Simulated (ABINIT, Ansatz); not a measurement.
An input for ABINIT 10.8.3 (ScHO2 (P6_3/mmc)):

```
acell 3*1.0 Angstrom
rprim 
  3.233532062406 -0.000000000001 0.000000000000
  -1.616766031202 2.800320909996 0.000000000000
  0.000000000000 0.000000000000 9.062126000000
ntypat 3
znucl 21 1 8
natom 8
typat 1 1 2 2 3 3 3 3
xred 
  0.000000000000 0.000000000000 0.500000000000
  0.000000000000 0.000000000000 0.000000000000
  0.666666666667 0.333333333333 0.750000000000
  0.333333333333 0.666666666667 0.250000000000
  0.666666666667 0.333333333333 0.615588000000
  0.666666666667 0.333333333333 0.884412000000
  0.333333333333 0.666666666667 0.115588000000
  0.333333333333 0.666666666667 0.384412000000
pp_dirpath "pseudos"
pseudos "Sc.upf, H.upf, O.upf"
ecut 36
ngkpt 3 3 1
nshiftk 1
shiftk 0 0 0
kptopt 1
chksymbreak 0
istwfk *1
occopt 1
irdwfk 1
optdriver 3
nband 157
ecuteps 6.5
inclvkb 2
awtr 1
symchi 1
indata_prefix "in"
outdata_prefix "out"
tmpdata_prefix "tmp"
```

```sh
OMP_NUM_THREADS=1 mpirun -n 4 abinit run.abi > log
```

Question: How long will it take on 4 MPI ranks of Arm Neoverse V1, shared host, and how much memory?

It took 35 s; on shared hardware allow 18 s to 71 s. Peak host memory was 0.99 GiB.

[Paths, hosts, dates, memory and timing lines, banners, echoed tables and standing remarks are left out of the program output.]

[Logs are printed without paths, hosts, clocks, repeated set-up lines and the standing remarks that a program may print on its own settings, such as how far it seeks lower states.]

[Runs of the session that timed out or met a known fault of the program may be left out.]

[Hosts, paths, dates, database ids (printed as entryN), source tags and the programs' standing remarks are cut or masked in the printed files.]

[G0W0 gaps are taken among the corrected bands and points alone; a level outside them can change the order at an edge.]

[Where Ansatz stands beside ABINIT at settings called matched, ABINIT's density can come from a denser mesh and the files from another edition; pairs whose starting gaps differed by over 0.03 eV were left out, so agreement reads better than it is.]
